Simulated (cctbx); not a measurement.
**Accept or mend?**

Cell a = 8.4630 Å, b = 8.4630 Å, c = 12.2540 Å, α = 90.00°, β = 90.00°, γ = 120.00°; space group R3m (no. 160). The compound is Pr2Be12TlCo4.

Simulated single-crystal data (cctbx): Mo Kα, λ = 0.71073 Å, to d = 0.84 Å, 80 % of the full sphere, strongest reflection 5000 counts, noise from counting, a 3 % proportional error and a noise floor of 4 counts (s.d.); no absorption.

An anisotropic refinement with weights 1/σ² prints:

```text
Rint 0.038, 365 unique reflections to 0.84 A
cycle     R1     wR2    GooF  max shift (A)
   1  0.0341  0.0743   2.264   0.01251
   9  0.0333  0.0716   2.183   0.00038
final R1 0.0333 wR2 0.0716 GooF 2.183  parameters 30  data/parameter 12.2
atom        x        y        z      Ueq    occ   su(xyz)  su(Uiso or U11)
Tl1    0.33333  0.66667  0.76151   0.0040  1.000  0.00010  0.0005
Pr1    0.33333  0.66667  0.01461   0.0046  1.000  0.00013  0.0006
Pr2    0.33333  0.66667  0.32264   0.0036  1.000  0.00012  0.0006
Co1    0.33333  0.66667  0.55750   0.0048  1.000  0.00040  0.0013
Co2    0.66167  0.83084  0.18422   0.0049  1.000  0.00045  0.0012
Be1    0.66846  0.83423  0.83573   0.0066  1.000  0.00388  0.0129  NPD
Be2    0.98751  0.49376  0.15887   0.0083  1.000  0.00392  0.0138  NPD
difference map: max 4.30 min -1.14 rms 0.38
Q1    0.0584  0.3816  0.6682   18    4.45  2.37 A from Be1
Q2    0.0189  0.2866  0.7360   18    1.66  1.65 A from Be1
Q3    0.0075  0.2839  0.1890   18    1.43  1.21 A from Co2
Q4    0.0000  0.0000  0.1011    3    1.03  0.08 A from Tl1
Q5    0.0249  0.3217  0.4300   18    0.89  1.39 A from Be2
Q6    0.0000  0.0000  0.2702    3    0.86  0.95 A from Pr1
```

Q: Accept it or mend it, and why?

Mend it. The fault: an atom left out, Be at (0.3903, 0.0460, 0.3335). Against the right model at the same level, R1 goes from 0.0147 to 0.0333 and GooF from 1.01 to 2.18, the top difference peak, 4.5 e/Å³, lies 2.37 Å from Be1 and Be1 and Be2 go non-positive-definite. Q1 is the missing atom. With scattering power missing, scale and phases suffer, so peaks may also grow on the heavy atoms.

The compound is Pr2Be12TlCo4. The right model at the same level gives:

```text
Rint 0.038, 365 unique reflections to 0.84 A
cycle     R1     wR2    GooF  max shift (A)
   1  0.0161  0.0363   1.122   0.00662
   8  0.0147  0.0327   1.008   0.00042
final R1 0.0147 wR2 0.0327 GooF 1.008  parameters 39  data/parameter 9.4
atom        x        y        z      Ueq    occ   su(xyz)  su(Uiso or U11)
Tl1    0.33333  0.66667  0.76147   0.0040  1.000  0.00004  0.0002
Pr1    0.33333  0.66667  0.01466   0.0044  1.000  0.00006  0.0003
Pr2    0.33333  0.66667  0.32257   0.0036  1.000  0.00005  0.0003
Co1    0.33333  0.66667  0.55780   0.0040  1.000  0.00018  0.0006
Co2    0.66167  0.83083  0.18434   0.0047  1.000  0.00021  0.0006
Be1    0.66787  0.83394  0.83746   0.0079  1.000  0.00191  0.0064
Be2    0.98760  0.49380  0.15823   0.0090  1.000  0.00183  0.0064
Be3    0.39116  0.04554  0.33408   0.0159  1.000  0.00140  0.0044
Flack x: 0.002(9)
Hooft y: -0.006(10)  Bijvoet pairs: 178
difference map: max 0.75 min -0.55 rms 0.13
Q1    0.0000  0.0000  0.2734    3    0.78  0.91 A from Pr1
Q2    0.0000  0.0000  0.4239    3    0.75  0.93 A from Pr1
Q3    0.0000  0.0000  0.9700    3    0.71  0.97 A from Co1
Q4    0.0000  0.0000  0.7660    3    0.55  1.35 A from Pr2
Q5    0.0021  0.2215  0.8721   18    0.44  1.30 A from Be1
Q6    0.0633  0.1267  0.6556    9    0.42  0.93 A from Pr2
```

Isotropic U is held between 0.0001 and 1 Å² by the program, and listed peak heights are interpolated, so they can pass the grid's maximum.

The model was made for the exercise: a known structure type with other elements put in, its volume estimated, not relaxed; displacement parameters are assumed.

[Middle refinement cycles are left out of these outputs.]

[Logs are printed without paths, hosts, clocks, repeated set-up lines and the standing remarks that a program may print on its own settings, such as how far it seeks lower states.]
